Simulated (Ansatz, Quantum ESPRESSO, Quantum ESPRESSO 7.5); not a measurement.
## Band edges of tetragonal SnO, 1 layer under strain

Aim: band edges, gap and stiffness of tetragonal SnO, 1 layer under biaxial strain.

Calculated with Quantum ESPRESSO 7.5; plane-wave DFT, PBE, GBRV ultrasoft pseudopotentials (geometry by Ansatz 0.2.0 with PAW datasets; geometry under PBE).

### Step 1. Set-up

The cell holds 4 atoms: 2 Sn and 2 O. Its edges and angles: a = 3.850 Å, b = 3.850 Å, c = 16.414 Å, α = 90.0°, β = 90.0°, γ = 90.0°. It derives from SnO. Vacuum lies along c.

Structure file:

```cif
data_structure
_symmetry_space_group_name_H-M 'P 1'
_symmetry_Int_Tables_number 1
_cell_length_a 3.8500
_cell_length_b 3.8500
_cell_length_c 16.4142
_cell_angle_alpha 90.000
_cell_angle_beta 90.000
_cell_angle_gamma 90.000
_cell_volume 243.30
loop_
_atom_site_label
_atom_site_type_symbol
_atom_site_fract_x
_atom_site_fract_y
_atom_site_fract_z
_atom_site_occupancy
Sn1 Sn 0.50000 0.00000 0.45692 1
O2 O 0.00000 0.00000 0.50000 1
O3 O 0.50000 0.50000 0.50000 1
Sn4 Sn 0.00000 0.50000 0.54308 1
```

### Step 2. Relaxation with Ansatz

The geometry comes first, from a plane-wave PAW code, so that the later runs on this slab share one structure.

input.yaml reads:

```yaml
crystal:
  lattice:
    - [3.85, 0.0, 0.0]
    - [0.0, 3.85, 0.0]
    - [0.0, 0.0, 16.4142135624]
  atoms:
    - { symbol: Sn, position: [0.5, 0.0, 0.4569210685] }
    - { symbol: O, position: [0.0, 0.0, 0.5] }
    - { symbol: O, position: [0.5, 0.5, 0.5] }
    - { symbol: Sn, position: [0.0, 0.5, 0.5430789315] }
kpoints:
  mp_grid: { grid: [8, 8, 1] }
hamiltonian:
  xc: pbe
scf:
  occupations: { method: fermi_dirac, width: 0.05 }
  convergence: { dr2_threshold: 1.0e-08 }
efield:
  axis: 3
  dipole_correction: true
  ramp_position: 0.97
  ramp_width: 0.04
relax:
  f_tol: 0.01
  cell: { fix: [c, alpha, beta] }
output:
  write_potential: true
  write_density: true
  volumetric_format: npy
```

Command:

```console
ansatz run input.yaml --threads 2 --pin off --max-ram 4096MiB --backend cpu --events-out ev --progress --plain --runs-dir out
```

Numbers of over 12 decimals in the logs are rounded to 6 here.

The program printed:

```text
Warning: relax.cell: scf.convergence.dr2_threshold = 1e-8 eV is looser than the 4e-10 eV advised for a relaxation that steers and ends on the stress (1e-10 eV for each atom of the cell: 4). What an SCF threshold leaves in a stress goes as its square root, and in the free energy as the threshold itself, and one threshold admits the most on a small cell: [figures from the program's tests cut] Set scf.convergence.dr2_threshold to 4e-10 eV or tighter. The threshold is an SCF's pass mark: one that does not reach it within its budget of iterations ends unconverged, or closes short of it on a stop that the run arms, and scf.convergence.dr2_threshold's page says what that costs each kind of run
Engine: ansatz 0.2.0, aarch64-unknown-linux-gnu
Pseudopotentials: kind: paw
Pseudopotential: Sn, paw, valence charge 14, recommended cutoff 420 eV (normal), Sn.paw.azcp
Pseudopotential: O, paw, valence charge 6, recommended cutoff 420 eV (normal), O.paw.azcp
Functional definition: PBE
  parameter kappa = 0.804
  parameter beta = 0.066725
  exchange = pbe_x(kappa = kappa, mu = beta*pi^2/3)
  correlation = pbe_c(beta = beta)
Crystal: 4 atoms, lattice volume = 243.300 Å³
Basis set: ecut = 420 eV, 4791 PW (Γ), exchange–correlation on 54×54×240 points (8 copies of the dense FFT grid, shifted against one another)
Bands: 24, of which v1, the nominal top of the filled ones, is band 20 counted from 1 (19 counted from 0)
Symmetry: 8 space group operations
k-points: 15 of 64
Non-local potential: Sn, projectors of the file, l = 0: 2, l = 1: 2, l = 2: 2, l = 3: 2
Non-local potential: O, projectors of the file, l = 0: 2, l = 1: 2, l = 2: 1
PAW form: soft (Blöchl's): semilocal exchange-correlation on the pseudo side does not see the compensation charge
PAW one-centre angular grid: Sn, 590 points (default); XC on 64 Gauss nodes
PAW one-centre angular grid: O, 110 points (default); XC on 64 Gauss nodes
Initial density: superposition of atomic densities (neutral atoms: chi_scale 0, normalization atom), corrected by the library's trained network
Initial wavefunctions: pseudopotential atomic-orbital guess
Functional: x = pbe(κ = 0.804, μ = 0.219515), c = pbe(β = 0.066725)
SCF iter   1: F=—  HF=-13179.428428 eV  |F-HF|=—  |Δ(HF+E_count)|=         —  Δρ=4.97e-3  dr2=5.33e-2  ethr=1.77e-3  p=0.003 e·Å  D=2.26e-3 V/Å  ΔV_dip=-0.04 eV  dr2_dipole=1.28e-5  V_vac-E_F(+/−)=4.27/4.31 eV  ⟨swp⟩=8.4  Hψ=2035  notcnv=0
efield: sawtooth ramp at fractional position 0.9700 (set: `efield.ramp_position`, or a place that a band, a saddle search or an elastic batch's reference lends), width 0.0400; the density the first Hamiltonian is built on has a dipole p = 0.003 e·Å; the dipole correction subtracts the counter field D = 2.26e-3 V/Å, which shifts the + side's vacuum level by -0.04 eV against the − side's; the planar-averaged density in the ramp window peaks in size at 1.5e-4 e/Å³
preconditioner: auto → Resta (q_TF=auto, 2.019 Å⁻¹)  ε∞=1.6  [insulator: Δε(μ)=1.015 eV  Ē_g=18.737 eV  σ=0.050 eV  W_gap=1.00  n_scr=38 (ndim 8)  ℏωp=15.1 eV  f_vac=0.674  D(μ)=0.00/eV (n_scr^D=0)  ε∞_Penn≈1.6  vacuum switching on, ρ_ref=2.5e-2 e/Å³]
SCF iter   2: F=—  HF=-13179.437174 eV  |F-HF|=—  |Δ(HF+E_count)|=   8.75e-3  Δρ=2.45e-3  dr2=9.94e-3  ethr=1.33e-4  p=0.001 e·Å  D=4.26e-4 V/Å  ΔV_dip=-0.01 eV  dr2_dipole=4.83e-7  V_vac-E_F(+/−)=4.40/4.41 eV  ⟨swp⟩=3.3  Hψ=849  notcnv=0
SCF iter   3: F=—  HF=-13179.445934 eV  |F-HF|=—  |Δ(HF+E_count)|=   8.76e-3  Δρ=1.32e-3  dr2=3.44e-3  ethr=2.49e-5  p=0.001 e·Å  D=5.69e-4 V/Å  ΔV_dip=-0.01 eV  dr2_dipole=1.99e-6  V_vac-E_F(+/−)=4.36/4.37 eV  ⟨swp⟩=2.8  Hψ=584  notcnv=0
SCF iter   4: F=—  HF=-13179.449233 eV  |F-HF|=—  |Δ(HF+E_count)|=   3.30e-3  Δρ=4.40e-4  dr2=4.63e-4  ethr=8.59e-6  p=-0.000 e·Å  D=-1.25e-4 V/Å  ΔV_dip=0.00 eV  dr2_dipole=2.58e-7  V_vac-E_F(+/−)=4.40/4.40 eV  ⟨swp⟩=3.4  Hψ=626  notcnv=0
SCF iter   5: F=—  HF=-13179.449350 eV  |F-HF|=—  |Δ(HF+E_count)|=   1.17e-4  Δρ=8.98e-5  dr2=1.15e-5  ethr=1.16e-6  p=-0.000 e·Å  D=-2.38e-5 V/Å  ΔV_dip=0.00 eV  dr2_dipole=3.20e-12  V_vac-E_F(+/−)=4.41/4.40 eV  ⟨swp⟩=3.1  Hψ=716  notcnv=0
SCF iter   6: F=—  HF=-13179.449349 eV  |F-HF|=—  |Δ(HF+E_count)|=   2.85e-7  Δρ=1.82e-5  dr2=5.26e-7  ethr=2.86e-8  p=-0.000 e·Å  D=-1.03e-5 V/Å  ΔV_dip=0.00 eV  dr2_dipole=6.73e-10  V_vac-E_F(+/−)=4.41/4.41 eV  ⟨swp⟩=2.3  Hψ=669  notcnv=0
SCF iter   7: F=—  HF=-13179.449243 eV  |F-HF|=—  |Δ(HF+E_count)|=   1.06e-4  Δρ=2.20e-6  dr2=1.02e-8  ethr=1.31e-9  p=0.000 e·Å  D=6.10e-6 V/Å  ΔV_dip=-0.00 eV  dr2_dipole=1.96e-10  V_vac-E_F(+/−)=4.41/4.41 eV  ⟨swp⟩=3.1  Hψ=750  notcnv=0
SCF iter   8: F=-13179.449243 eV  HF=-13179.449243 eV  |F-HF|=1.00e-9  |Δ(HF+E_count)|=   1.54e-7  Δρ=5.57e-7  dr2=1.96e-9  ethr=2.50e-11  p=-0.000 e·Å  D=-2.91e-6 V/Å  ΔV_dip=0.00 eV  dr2_dipole=4.32e-10  V_vac-E_F(+/−)=4.41/4.41 eV  ⟨swp⟩=10.7  Hψ=2750  notcnv=0
SCF 1 converged in 8 iterations: F = -13179.449243 eV  dr2 = 1.96e-9
  greatest PAW one-centre occupation: 0.996 electrons in one spin orbital (limit 2), on the Sn atom at site 0 (counted from 0), in its partial waves of l = 2
relax step   1: F+E_penalty+E_count = -13179.44924331 eV  Δ(F+E_penalty+E_count) = +0.000e0 eV  max|allowed force component| = 7.625e0 eV/Å  Δτ_max = 0.0000 Å  P = +11.857 GPa  Ω = 243.300 Å³  fix = [c, alpha, beta]  reactions: c +7.095 GPa  (8 SCF iters, accepted)
Crystal: 4 atoms, lattice volume = 249.491 Å³
Basis set: ecut = 420 eV, 4911 PW (Γ), exchange–correlation on 54×54×240 points (8 copies of the dense FFT grid, shifted against one another)
Initial density: handed on by an earlier stage of this run
Initial wavefunctions: those handed on with the density
iter 1 solved again at ethr=3.27e-4 eV; its pass at ethr=3.10e-3 eV (dr2=1.31e-1 eV) is discarded
SCF iter   1: F=—  HF=-13182.172357 eV  |F-HF|=—  |Δ(HF+E_count)|=         —  Δρ=8.85e-3  dr2=1.31e-1  ethr=3.27e-4  p=-0.000 e·Å  D=-2.94e-6 V/Å  ΔV_dip=0.00 eV  dr2_dipole=8.81e-10  V_vac-E_F(+/−)=4.41/4.41 eV  ⟨swp⟩=1.4  Hψ=2416  notcnv=0
efield: sawtooth ramp at fractional position 0.9700 (set: `efield.ramp_position`, or a place that a band, a saddle search or an elastic batch's reference lends), width 0.0400; the density the first Hamiltonian is built on has a dipole p = -0.000 e·Å; the dipole correction subtracts the counter field D = -2.94e-6 V/Å, which shifts the + side's vacuum level by +0.00 eV against the − side's; the planar-averaged density in the ramp window peaks in size at 3.1e-6 e/Å³
[...]
SCF 3 converged in 8 iterations: F = -13183.182176 eV  dr2 = 3.22e-9
relax step   3: F+E_penalty+E_count = -13183.18217591 eV  Δ(F+E_penalty+E_count) = -1.038e0 eV  max|allowed force component| = 1.141e0 eV/Å  Δτ_max = 0.1945 Å  P = +0.983 GPa  Ω = 247.677 Å³  energy of the carried Pulay correction = -3.611e-3 eV  fix = [c, alpha, beta]  reactions: c +1.606 GPa  (8 SCF iters, accepted)
[...]
relax step   4: F+E_penalty+E_count = -13183.25373069 eV  Δ(F+E_penalty+E_count) = -7.155e-2 eV  max|allowed force component| = 4.769e-1 eV/Å  Δτ_max = 0.1056 Å  P = -0.505 GPa  Ω = 243.442 Å³  energy of the carried Pulay correction = -1.183e-4 eV  fix = [c, alpha, beta]  reactions: c -0.746 GPa  (9 SCF iters, accepted)
[...]
relax step   5: F+E_penalty+E_count = -13183.26598694 eV  Δ(F+E_penalty+E_count) = -1.226e-2 eV  max|allowed force component| = 4.288e-3 eV/Å  Δτ_max = 0.0298 Å  P = -0.066 GPa  Ω = 244.320 Å³  energy of the carried Pulay correction = -8.471e-4 eV  fix = [c, alpha, beta]  reactions: c -0.004 GPa  (7 SCF iters, accepted)
[...]
relax step   6: F+E_penalty+E_count = -13183.26651479 eV  Δ(F+E_penalty+E_count) = -5.278e-4 eV  max|allowed force component| = 2.660e-3 eV/Å  Δτ_max = 0.0010 Å  P = -0.038 GPa  Ω = 243.911 Å³  energy of the carried Pulay correction = -5.085e-4 eV  fix = [c, alpha, beta]  reactions: c -0.000 GPa  (5 SCF iters, accepted)
[...]
relax step   7: F+E_penalty+E_count = -13183.26705992 eV  Δ(F+E_penalty+E_count) = -5.451e-4 eV  max|allowed force component| = 1.050e-4 eV/Å  Δτ_max = 0.0012 Å  P = -0.001 GPa  Ω = 243.374 Å³  energy of the carried Pulay correction = -6.189e-5 eV  fix = [c, alpha, beta]  reactions: c +0.005 GPa  (5 SCF iters, accepted)
Initial wavefunctions: pseudopotential atomic-orbital guess (no wavefunctions were taken with the density)
iter 1 solved again at ethr=3.46e-7 eV; its pass at ethr=3.10e-3 eV (dr2=1.38e-4 eV) is discarded
SCF iter   1: F=—  HF=-13183.267263 eV  |F-HF|=—  |Δ(HF+E_count)|=         —  Δρ=2.42e-6  dr2=7.43e-9  ethr=3.46e-7  p=0.000 e·Å  D=3.00e-6 V/Å  ΔV_dip=-0.00 eV  dr2_dipole=1.81e-11  V_vac-E_F(+/−)=3.82/3.82 eV  ⟨swp⟩=3.3  Hψ=2870  notcnv=0
efield: sawtooth ramp at fractional position 0.9700 (set: `efield.ramp_position`, or a place that a band, a saddle search or an elastic batch's reference lends), width 0.0400; the density the first Hamiltonian is built on has a dipole p = 0.000 e·Å; the dipole correction subtracts the counter field D = 3.00e-6 V/Å, which shifts the + side's vacuum level by -0.00 eV against the − side's; the planar-averaged density in the ramp window peaks in size at 3.1e-6 e/Å³
eigensolver tolerance schedule: the retry pair's looser diagonalisation over-reported the residual by 18637.59 of it (diagonalisation noise at an unbounded share of the residual, at the tolerance the schedule requests for it); recorded, not acted on — ethr = c·dr2/N_el stays at c = 1.0e-1
preconditioner: auto → Resta (q_TF=auto, 2.019 Å⁻¹)  ε∞=1.7  [insulator: Δε(μ)=3.030 eV  Ē_g=17.534 eV  σ=0.050 eV  W_gap=1.00  n_scr=38 (ndim 8)  ℏωp=15.1 eV  f_vac=0.638  D(μ)=0.00/eV (n_scr^D=0)  ε∞_Penn≈1.7  vacuum switching on, ρ_ref=2.2e-2 e/Å³]
SCF iter   2: F=—  HF=-13183.267141 eV  |F-HF|=—  |Δ(HF+E_count)|=   1.22e-4  Δρ=2.40e-6  dr2=1.22e-8  ethr=1.86e-11  p=0.000 e·Å  D=4.63e-6 V/Å  ΔV_dip=-0.00 eV  dr2_dipole=4.56e-12  V_vac-E_F(+/−)=3.82/3.82 eV  ⟨swp⟩=15.7  Hψ=3220  notcnv=0
SCF iter   3: F=-13183.267141 eV  HF=-13183.267141 eV  |F-HF|=1.18e-9  |Δ(HF+E_count)|=  8.53e-10  Δρ=9.77e-7  dr2=1.47e-9  ethr=1.86e-11  p=0.000 e·Å  D=4.10e-6 V/Å  ΔV_dip=-0.00 eV  dr2_dipole=4.11e-15  V_vac-E_F(+/−)=3.82/3.82 eV  ⟨swp⟩=6.8  Hψ=2274  notcnv=0
SCF 8 converged in 3 iterations: F = -13183.267141 eV  dr2 = 1.47e-9
relax step   8: F+E_penalty+E_count = -13183.26714112 eV  Δ(F+E_penalty+E_count) = -8.120e-5 eV  max|allowed force component| = 1.072e-4 eV/Å  Δτ_max = 0.0000 Å  P = -0.003 GPa  Ω = 243.374 Å³  fix = [c, alpha, beta]  reactions: c -0.001 GPa  stress off target by 4.31e-3 GPa on what of the cell is left free  SCF on the basis re-selected at this cell (its energy is not comparable with the rows above)  (3 SCF iters)
basis re-selected at this cell: Δ(F+E_penalty+E_count) = -8.120e-5 eV, ΔP = -0.003 GPa vs the last step (what re-selecting the basis moved, of the pressure what is left beyond the Pulay correction that the steps carried, after the strain that the cell walked since its last selection, with what the two solves' SCF thresholds leave and, on support functions, any second-order correction that the steps lacked; it is no m [...]
WARN: The output density's exchange-correlation potential varies sharply where the density is thin. Do not read a vacuum level from v_tot or v_xc, or from such a field of the output density. On a cell that repeats whose density bears no net charge and no dipole along the vacuum's axis use v_es (v_loc + v_h of the components); under efield.dipole_correction with no amplitude use v_es + v_field, which holds any externa [...]
SCF converged after 3 iterations
Free energy (F): -13183.267141 eV
Harris-Foulkes:  -13183.267141 eV  (|F-HF|=1.18e-9)
Internal energy: -13183.267141 eV  (E = F + TS)
E sigma→0 (E₀):  -13183.267141 eV
Fermi energy:    0.270783 eV
Dipole field:    D = 0.000004 V/Å  (p = 0.000006 e·Å, saw-weighted, corrected)
Work function:   Φ+ = 3.8178 eV   Φ− = 3.8179 eV
Levels:          The Fermi level and band energies are counted from a zero that moves with the ramp; work functions are not
--- Per-component energies (eV) ---
  E_band       = -576.513826
  E_kinetic    = 721.511549
  E_local      = -18453.174282  (includes V_loc(G=0)·N_el)
  E_nonlocal   = 31.610979
  E_hartree    = 9141.074747
  E_xc         = -912.255705
  E_vxc        = -379.357519  (∫ρ·V_xc dr)
  E_paw        = -8587.215317  (= ΣΔE_a)
  E_vpaw       = -779.260026  (= ΣTr[D̂ρ^β])
  E_aug_tail   = 0.004779  (compensation charges beyond the density's cutoff)
  E_efield     = 0.000000  (sawtooth field / dipole correction)
  E_vefield    = -0.000027  (∫n·V_field dr)
  E_ewald      = 4875.176108
  E_smearing   = -0.000000  (= −TS)
  E_closure    = -0.000000  (closes the sum)
  Σ components = -13183.267141   (vs F -13183.267141, Δ=0.00e0)
--- Forces (eV/Å), atoms counted from 1 ---
  atom   1  Sn    -0.00000000     0.00000000    -0.00010706
  atom   2  O     -0.00000000    -0.00000000     0.00004173
  atom   3  O      0.00000000     0.00000000     0.00004173
  atom   4  Sn     0.00000000    -0.00000000     0.00002404
  max |Σ_I F_I| component: 4.46e-7 eV/Å
--- Stress (GPa, compression-positive) ---
       -0.004307      -0.000000       0.000000
       -0.000000      -0.004307      -0.000000
        0.000000      -0.000000      -0.001033
  P = ⅓ Tr σ = -0.0032 GPa (-0.032 kbar)
--- Band table (eV; the first three rows and the last of 15) ---
  k-point 0: bands = [... 16 lower, -3.3109, -2.9582, -2.9582, -1.3019, 1.7563, 1.8172, 3.9075, 4.1589]
  k-point 1: bands = [... 16 lower, -3.4885, -3.0913, -2.9017, -1.2852, 2.1086, 2.1273, 3.6296, 4.1367]
  k-point 2: bands = [... 16 lower, -3.8000, -3.4580, -2.7504, -1.2774, 2.7206, 2.7220, 2.9289, 3.9727]
  k-point 14: bands = [... 16 lower, -2.3164, -2.3164, -1.9755, -1.9755, 1.8352, 1.8352, 3.9422, 3.9422]
--- Relaxed structure (7 steps of the walk, 7 accepted, 1 SCFs on fresh bases) ---
  F+E_penalty+E_count = -13183.26714112 eV   max|allowed force component| = 1.072e-4 eV/Å   (the final SCF, on the basis selected at the relaxed cell)
  cell:  # Å, volume = 243.3740 Å³
    - [3.850588, 0, 0]
    - [0, 3.850588, 0]
    - [0, 0, 16.4142135624]
  atoms:
    - { symbol: Sn, position: [0.5, 0, 0.428445] }
    - { symbol: O, position: [0, 0, 0.500000] }
    - { symbol: O, position: [0.5, 0.5, 0.500000] }
    - { symbol: Sn, position: [2.3588224077343938e-17, 0.5, 0.571555] }
```

Elapsed: 24 s, on 2 threads of Arm Neoverse V2, shared host; peak memory 0.45 GiB.

The steps of the relaxation:

```
step  energy less that of the first step (eV)  largest force component (eV/Å)  pressure (GPa)  volume (Å³)
   1                                   0.0000                          7.6246           11.86       243.30
   2                                  -2.6953                          4.2695            5.03       249.49
   3                                  -3.7329                          1.1414            0.98       247.68
   4                                  -3.8045                          0.4769           -0.50       243.44
   5                                  -3.8167                          0.0043           -0.07       244.32
   6                                  -3.8173                          0.0027           -0.04       243.91
   7                                  -3.8178                          0.0001            0.00       243.37
  8*                                  -3.8179                          0.0001            0.00       243.37
```

Relaxation steps marked * repeat the geometry before them on a plane-wave basis chosen anew for their cell, so energy and pressure can jump there.

```
cell as run  before  after  change
      a (Å)   3.850  3.851  +0.0 %
      b (Å)   3.850  3.851  +0.0 %
```

The atoms that moved most (Å, along periodic axes as changes of fractional coordinates times the final cell, across vacuum about the mean position):

```
atom     dx     dy      dz  length
 Sn4  0.000  0.000   0.467   0.467
 Sn1  0.000  0.000  -0.467   0.467
```

The relaxed structure:

```cif
data_structure
_symmetry_space_group_name_H-M 'P 1'
_symmetry_Int_Tables_number 1
_cell_length_a 3.8506
_cell_length_b 3.8506
_cell_length_c 16.4142
_cell_angle_alpha 90.000
_cell_angle_beta 90.000
_cell_angle_gamma 90.000
_cell_volume 243.37
loop_
_atom_site_label
_atom_site_type_symbol
_atom_site_fract_x
_atom_site_fract_y
_atom_site_fract_z
_atom_site_occupancy
Sn1 Sn 0.50000 0.00000 0.42844 1
O2 O 0.00000 0.00000 0.50000 1
O3 O 0.50000 0.50000 0.50000 1
Sn4 Sn 0.00000 0.50000 0.57156 1
```

This step gave:

| Property | Result |
| --- | --- |
| free energy | -13183.2671 eV |
| Fermi energy | 0.2708 eV |
| gap by band count | 3.030 eV |
| symmetry operations | 8 |
| dipole along the normal | 5.62e-6 e·Å |
| vacuum level at the upper face over a Fermi level inside the gap | 3.818 eV |
| vacuum level at the lower face over a Fermi level inside the gap | 3.818 eV |

(Continued in part 2 of 2.)

[Logs are printed without paths, hosts, clocks, repeated set-up lines and the standing remarks that a program may print on its own settings, such as how far it seeks lower states.]

[Hosts, paths, dates, database ids (printed as entryN), source tags and the programs' standing remarks are cut or masked in the printed files.]

[Maps of the electrostatic potential energy from Ansatz leave out the sawtooth potential of an applied field or a dipole correction, so their vacuum need not be flat; planar profiles and work functions include it.]
